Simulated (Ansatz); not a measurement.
# Alpha-Ga2S3 ferroelectric layer monolayer in a perpendicular field

Aim: how the alpha-Ga2S3 ferroelectric layer monolayer screens a field along its normal, and what the field does to its bands. A positive field points along +c.

Method: plane-wave DFT, PBE-D3(BJ), Ansatz PAW, in Ansatz 0.2.0.

This is a report of a sequence of runs, with most program output left out.

## 1. Starting point

The cell holds 5 atoms: 3 S and 2 Ga. Cell: a = 3.650 Å, b = 3.650 Å, c = 43.404 Å, α = 90.0°, β = 90.0°, γ = 120.0°. Vacuum lies along c.

## 2. Relaxation

The starting cell is a guess, so the in-plane lattice and the atoms are relaxed first, with the slab cut off from its images along the normal.

Input file input.yaml:

```yaml
crystal:
  lattice:
    - [3.65, 0.0, 0.0]
    - [-1.825, 3.1609927238, 0.0]
    - [0.0, 0.0, 43.4042854862]
  atoms:
    - { symbol: S, position: [0.0, 0.0, 0.4285291139] }
    - { symbol: Ga, position: [0.3333333333, 0.6666666667, 0.454505918] }
    - { symbol: S, position: [0.3333333333, 0.6666666667, 0.5068049013] }
    - { symbol: Ga, position: [0.6666666667, 0.3333333333, 0.5426718865] }
    - { symbol: S, position: [0.0, 0.0, 0.5714708861] }
  periodic: [true, true, false]
kpoints:
  mp_grid: { grid: [12, 12, 1] }
hamiltonian:
  xc: pbe
  dispersion: d3bj
scf:
  occupations: { method: fermi_dirac, width: 0.05 }
  convergence: { dr2_threshold: 1.0e-09 }
relax:
  f_tol: 0.004
  max_steps: 90
  cell: {}
output:
  write_potential: true
  write_density: true
  volumetric_format: npy
```

The run is started by

```
ansatz run input.yaml --threads 2 --pin off --max-ram 3072MiB --backend cpu --events-out ev --progress --plain --runs-dir out
```

The job ended after 1.8 min (2 threads of Arm Neoverse V1, shared host; peak memory 0.7 GiB).

Step by step:

```tsv
step	energy less that of the first step (eV)	largest force component (eV/Å)	volume (Å³)
1	0.0000	1.0536	500.78
2	-0.1129	0.5835	501.25
3	-0.1423	0.0987	493.27
4	-0.1452	0.0295	489.04
5	-0.1450	0.0735	488.55
6	-0.1453	0.0070	488.48
7	-0.1453	0.0013	488.39
8*	-0.1448	0.0013	488.39
```

Relaxation steps marked * repeat the geometry before them on a plane-wave basis chosen anew for their cell, so energy and pressure can jump there. Relaxation step 5 was tried and not accepted.

Forces are held to the 6 operations that the run works with; a distortion that breaks them can't arise in this run.

```tsv
cell as run	before	after	change
a (Å)	3.650	3.605	-1.2 %
b (Å)	3.650	3.605	-1.2 %
```

The atoms that moved most (Å, along periodic axes as changes of fractional coordinates times the final cell, across vacuum about the mean position):

```tsv
atom	dx	dy	dz	length
S5	0.000	0.000	-0.136	0.136
S1	0.000	0.000	0.123	0.123
Ga2	0.000	0.000	0.057	0.057
Ga4	0.000	0.000	-0.033	0.033
S3	0.000	0.000	-0.011	0.011
```

Final coordinates:

```xyz
5
Lattice="3.6045 0.0000 0.0000 -1.8023 3.1216 0.0000 0.0000 0.0000 43.4043" Properties=species:S:1:pos:R:3
S     0.0000    0.0000   18.7232
Ga    0.0000    2.0811   19.7842
S     0.0000    2.0811   21.9866
Ga    1.8023    1.0405   23.5215
S     0.0000    0.0000   24.6681
```

The lattice constant a goes from 3.650 to 3.605 Å.

## 3. Single point, field 0

A sawtooth potential applies the field, turning back in the middle of the vacuum. With the dipole correction the typed value is the field outside the slab. The induced dipole is small, so the SCF threshold is tight.

The cell differs from the one that the last finished run ended in (c 43.404 → 23.945 Å).

Input file input.yaml:

```yaml
crystal:
  lattice:
    - [3.6045491264, 0.0, 0.0]
    - [-1.8022745632, 3.1216311127, 0.0]
    - [0.0, 0.0, 23.9448605613]
  atoms:
    - { symbol: S, position: [0.0, 0.0, 0.3758635377] }
    - { symbol: Ga, position: [0.3333333333, 0.6666666667, 0.4201738387] }
    - { symbol: S, position: [0.3333333333, 0.6666666667, 0.5121517238] }
    - { symbol: Ga, position: [0.6666666667, 0.3333333333, 0.5762549522] }
    - { symbol: S, position: [0.0, 0.0, 0.6241364623] }
kpoints:
  mp_grid: { grid: [18, 18, 1] }
  band_path:
    path: [[0, 0, 0], [0.5, 0, 0], [0.33333333, 0.33333333, 0], [0, 0, 0]]
    npoints: 16
hamiltonian:
  xc: pbe
  dispersion: d3bj
scf:
  occupations: { method: fermi_dirac, width: 0.02585 }
  convergence: { dr2_threshold: 1.0e-10 }
efield:
  axis: 3
  dipole_correction: true
  ramp_position: 0.97
  ramp_width: 0.06
  amplitude: 0
output:
  dos: { projected: true, e_range: [-6, 5] }
  write_potential: true
  write_density: true
  volumetric_format: npy
  elf: true
```

The job ended after 27 s (2 threads; peak memory 0.61 GiB).

Numbers from this step:

```yaml
gap_on_the_k_mesh: 1.774 eV
dipole_along_the_normal: -0.09047 e·Å
gap_along_the_path: 1.772 eV
smallest_direct_gap_along_the_path: 1.971 eV
step_between_the_vacuum_levels: 1.455 eV
ionisation_energy_upper_face: 6.798 eV
electron_affinity_upper_face: 5.026 eV
ionisation_energy_lower_face: 5.343 eV
gap_the_smaller_of_path_and_mesh: 1.772 eV
```

Running mean over a fixed 2.5 Å (it still follows the layers) of the planar mean; the ramp of the sawtooth is left out. Electron's electrostatic potential energy less the Fermi level against z:

z (Å), electron's electrostatic potential energy less the Fermi level (eV) and a bar from the least value:
```
      3.0       4.43 ##########################
      3.5       4.43 ##########################
      4.0       4.43 ##########################
      4.5       4.43 ##########################
      5.0       4.43 ##########################
      5.5       4.43 ##########################
      6.0       4.41 ##########################
      6.5       4.32 ##########################
      7.0       3.89 #########################
      7.5       2.34 #####################
      8.0      -0.09 ###############
      8.5      -2.75 ########
      9.0      -4.88 ###
      9.5      -6.16 
     10.0      -5.45 ##
     10.5      -3.88 ######
     11.0      -2.89 ########
     11.5      -2.50 #########
     12.0      -2.34 ##########
     12.5      -3.29 #######
     13.0      -4.46 ####
     13.5      -5.06 ###
     14.0      -5.22 ##
     14.5      -4.73 ####
     15.0      -3.01 ########
     15.5      -0.80 #############
     16.0       1.76 ####################
     16.5       4.05 #########################
     17.0       5.45 #############################
     17.5       5.79 ##############################
     18.0       5.87 ##############################
     18.5       5.88 ##############################
     19.0       5.88 ##############################
     19.5       5.89 ##############################
     20.0       5.89 ##############################
     20.5       5.89 ##############################
```

The density of states has structure finer than the step of the table below, so its rows give means over 0.2 eV, whole bins alone (the curve runs from -6 to 2.85 eV). Peaks (eV: height): -5.06: 8.62, -4.54: 5.75, -4.43: 5.85, -3.22: 5.18, -1.78: 11.7, -1.37: 11.6, 1.66: 5.05.

Table of density of states by energy, zero at the Fermi level of the run, which the smearing sets inside the gap; means over each step:

energy (eV), density of states (states/eV a cell) and a bar:
```
     -5.8        0.6 ###
     -5.6        0.8 ####
     -5.4        0.9 ####
     -5.2        2.0 ##########
     -5.0        5.8 #############################
     -4.8        2.6 #############
     -4.6        3.4 #################
     -4.4        4.1 ####################
     -4.2        2.8 ##############
     -4.0        2.6 #############
     -3.8        2.3 ###########
     -3.6        3.8 ###################
     -3.4        3.4 #################
     -3.2        3.9 ###################
     -3.0        3.7 ##################
     -2.8        3.0 ###############
     -2.6        2.3 ############
     -2.4        2.2 ###########
     -2.2        2.3 ###########
     -2.0        2.8 ##############
     -1.8        4.8 ########################
     -1.6        1.3 ######
     -1.4        6.1 ##############################
     -1.2        3.2 ################
     -1.0        2.1 ###########
     -0.8        0.0 
     -0.6        0.0 
     -0.4        0.0 
     -0.2        0.0 
      0.0        0.0 
      0.2        0.0 
      0.4        0.0 
      0.6        0.0 
      0.8        0.0 
      1.0        0.8 ####
      1.2        1.1 ######
      1.4        1.9 #########
      1.6        3.3 ################
      1.8        3.6 ##################
      2.0        2.5 #############
      2.2        2.1 ##########
      2.4        2.7 #############
      2.6        2.8 ##############
```

Projected DOS per atom over height of the atomic layer and energy from the Fermi level. Layers: S Ga S Ga S from below.

Ten even steps from '0' (0.00 states/eV) to '9' (2.26 states/eV), each cell a mean:
```
12121
23110
34132
12011
00000
00000
00000
00000
00000
00403
00708
00409
10304
10313
50413
71313
61101
51212
52212
42622
10000
00000
```
Columns: height of the atomic layer (Å) from 9 to 14.9 (not evenly spaced); rows upwards: energy from the Fermi level (eV) from -5.96 to 2.77.

Electronic bands along the path, in eV, zero at the Fermi level of the run, which the smearing sets inside the gap:

```tsv
point	band 19	band 20	band 21	band 22	band 23	band 24	band 25	band 26
Γ	-1.22	-1.22	-1.11	-1.11	0.86	2.19	3.60	4.01
halfway	-2.58	-2.36	-1.79	-0.98	1.62	2.26	3.17	4.54
M	-3.24	-3.00	-1.76	-1.19	0.93	1.31	2.40	4.30
halfway	-3.45	-3.29	-2.24	-1.38	1.57	2.03	3.22	4.45
K	-3.70	-3.37	-2.83	-1.32	1.61	2.38	3.83	4.78
halfway	-3.41	-2.06	-1.80	-1.48	2.07	2.65	3.53	4.00
Γ	-1.22	-1.22	-1.11	-1.11	0.86	2.19	3.60	4.01
```

ELF in the ca plane at fractional y = 0.667, with atoms of Ga and S within 0.2 Å of it. It is the smooth field of the valence electrons, not physical close to the nuclei.

Ten even steps from '0' (0.00) to '9' (0.86), each cell a mean:
```
00000000000000012467887631012232223588876420
00000000000000013578887631000111123689987521
00000000000000001357777532124565323578775310
00000000000000000123454322368999621344432100
00000000000000000001222112489779841011000000
00000000000000000000121001488216851000000000
00000000000000000000121001488447841000000000
00000000000000000012332222479999831122211000
00000000000000001245665422247898422466654210
```
Columns run along c (16.0 Å, from fractional 0.06 to 0.73 of the cell), rows up along a (3.6 Å). Atoms in or near the plane, at fractional coordinates: Ga at (0.42, 0.33), S at (0.51, 0.33).

Valence density in the ca plane at fractional y = 0.667, with atoms of Ga and S within 0.2 Å of it. It is the smooth field of the valence electrons, not physical close to the nuclei.

Ten steps, logarithmic in the rise over the least value, from '0' (0 e/Å³) to '9' (28 e/Å³), each cell a mean:
```
00000000000000000001111100000000011122110000
00000000000000000001111100000000011222110000
00000000000000000000111110000111111111100000
00000000000000000000111221111222110010000000
00000000000000000000013664223333210000000000
00000000000000000000014996223223210000000000
00000000000000000000014885223323210000000000
00000000000000000000012332112332210000000000
00000000000000000000111111001111111111100000
```
Columns run along c (16.0 Å, from fractional 0.06 to 0.73 of the cell), rows up along a (3.6 Å). Atoms in or near the plane, at fractional coordinates: Ga at (0.42, 0.33), S at (0.51, 0.33).

Electrostatic potential energy in the ca plane at fractional y = 0.667, with atoms of Ga and S within 0.2 Å of it. With pseudopotentials it is smooth inside the atoms' cores, unlike the true potential.

Ten even steps from '0' (-26 eV) to '9' (5 eV), each cell a mean:
```
99999999999999999998777888999998876777889999
99999999999999999998767888999998866677789999
99999999999999999998877778899888877777899999
99999999999999999999876445787546788888999999
99999999999999999999862001562001588999999999
99999999999999999998850000350000388999999999
99999999999999999999851000350000388999999999
99999999999999999999874113675213788899999999
99999999999999999998877667888778887888899999
```
Columns run along c (16.0 Å, from fractional 0.06 to 0.73 of the cell; values clipped at the 3rd and 97th percentile), rows up along a (3.6 Å). Atoms in or near the plane, at fractional coordinates: Ga at (0.42, 0.33), S at (0.51, 0.33).

The gap is 1.77 eV, with the valence edge 6.80 eV and the conduction edge 5.03 eV under the upper vacuum level.

## 4. Single point, field 0.1 V/Å

Edit input.yaml of step 3 so:

```diff
@@ -27,5 +27,4 @@
   ramp_width: 0.06
-  amplitude: 0
+  amplitude: 0.1
 output:
-  dos: { projected: true, e_range: [-6, 5] }
   write_potential: true
@@ -33,2 +32 @@
   volumetric_format: npy
-  elf: true
```

The job ended after 29 s (2 threads; peak memory 0.6 GiB; 58 s of CPU time).

The dipole is -0.0439 e·Å, 0.0466 e·Å from its value without field, and the gap 1.739 eV.

## 5. Single point, field -0.1 V/Å

Edit input.yaml of step 4 so:

```diff
@@ -27,3 +27,3 @@
   ramp_width: 0.06
-  amplitude: 0.1
+  amplitude: -0.1
 output:
```

The job ended after 28 s (2 threads; peak memory 0.6 GiB).

The dipole is -0.137 e·Å, -0.0466 e·Å from its value without field, and the gap 1.805 eV.

## 6. Response, atoms held

This step: plane-wave DFT, PBE-D3(BJ), Ansatz PAW; response to a field along the normal, atoms held (Ansatz 0.2.0).

The dipoles give the slope, and the difference of two potentials shows where the field is screened.

This step gave:

```
equivalent conductor thickness p/(ε₀AE) : 7.493 Å
distance between the outer atoms        : 5.945 Å
```

The dipole of the cell by applied field:

```tsv
applied field (V/Å)	dipole of the cell (e·Å)
-0.1000	-0.137
0.0000	-0.0905
0.1000	-0.0439
```

Local field over the applied field, running mean. From the potentials at -0.1 and 0.1 V/Å; running mean over 2.5 Å. Table of local field over applied field by z:

```tsv
z (Å)	local field over applied field
4.14	1.000
4.58	0.999
5.03	0.997
5.47	0.992
5.76	0.984
6.21	0.960
6.65	0.905
7.09	0.805
7.54	0.665
7.98	0.509
8.43	0.352
8.87	0.223
9.16	0.166
9.61	0.129
10.05	0.119
10.49	0.117
10.94	0.117
11.38	0.101
11.82	0.0761
12.12	0.0685
12.56	0.0693
13.01	0.0680
13.45	0.0666
13.89	0.0846
14.34	0.110
14.78	0.159
15.08	0.221
15.52	0.354
15.96	0.512
16.41	0.668
16.85	0.807
17.29	0.907
17.74	0.961
18.18	0.985
18.48	0.992
18.92	0.997
19.36	0.999
19.81	1.000
```

Electrons, planar mean, per unit field. Induced electron density against z:

```tsv
z (Å)	induced electron density (e/Å³ per V/Å)
4.14	1.3e-6
4.58	4.0e-6
5.03	1.2e-5
5.47	3.4e-5
5.76	6.9e-5
6.21	1.9e-4
6.65	4.8e-4
7.09	0.00113
7.54	0.00235
7.98	0.00355
8.43	0.00266
8.87	0.00106
9.16	9.1e-4
9.61	-3.4e-4
10.05	-0.00159
10.49	-4.3e-4
10.94	0.00120
11.38	7.1e-4
11.82	3.2e-4
12.12	9.8e-4
12.56	-5.0e-4
13.01	-0.00175
13.45	2.4e-4
13.89	0.00112
14.34	2.5e-4
14.78	-9.4e-4
15.08	-9.8e-4
15.52	-0.00273
15.96	-0.00358
16.41	-0.00234
16.85	-0.00111
17.29	-4.6e-4
17.74	-1.8e-4
18.18	-6.4e-5
18.48	-3.2e-5
18.92	-1.1e-5
19.36	-3.4e-6
19.81	-1.1e-6
```

The smaller of the gaps on the path and on the k-mesh, counted as 0 under 0.03 eV. Table of gap by applied field:

```tsv
applied field (V/Å)	gap (eV)
-0.1000	1.80
0.0000	1.77
0.1000	1.74
```

By hand: between -0.1 and 0.1 V/Å the dipole changes by 0.09319 e·Å, a slope of 0.4659 e·Å²/V. A perfect conductor of thickness t has p = ε₀AEt, so t = 180.95 × 0.4659 / 11.252 = 7.49 Å (e/ε₀ = 180.95 V·Å, A in Å²).

The induced dipole is that of a conductor 7.49 Å thick.

## 7. Summary of results

```yaml
gap_without_field: 1.77 eV
ionisation_energy_upper_face: 6.80 eV
electron_affinity_upper_face: 5.03 eV
step_between_the_vacuum_levels: 1.45 eV
equivalent_conductor_thickness_atoms_held: 7.49 Å
```

What this shows: The induced dipole equals that of a perfect conductor 7.49 Å thick, while the outer atoms lie 5.94 Å apart; an out-of-plane ε follows only once a thickness t is chosen, by 1 − 1/ε = 7.49 Å / t. The two faces differ: the vacuum level above lies 1.45 eV higher than the one below. The gap goes from 1.77 eV to 1.80 eV at -0.1 V/Å. Semilocal functionals give gaps that are too small, and excitons are not included. Spin-orbit coupling is left out.

[Logs are printed without paths, hosts, clocks, repeated set-up lines and the standing remarks that a program may print on its own settings, such as how far it seeks lower states.]

[Hosts, paths, dates, database ids (printed as entryN), source tags and the programs' standing remarks are cut or masked in the printed files.]

[Maps of the electrostatic potential energy from Ansatz leave out the sawtooth potential of an applied field or a dipole correction, so their vacuum need not be flat; planar profiles and work functions include it.]

[The density of states shown here was stored with 400 of the rows of the run's finer table, so its peaks can read low, often by over a quarter, or be missed, and its means over a window can be off by a tenth or more.]
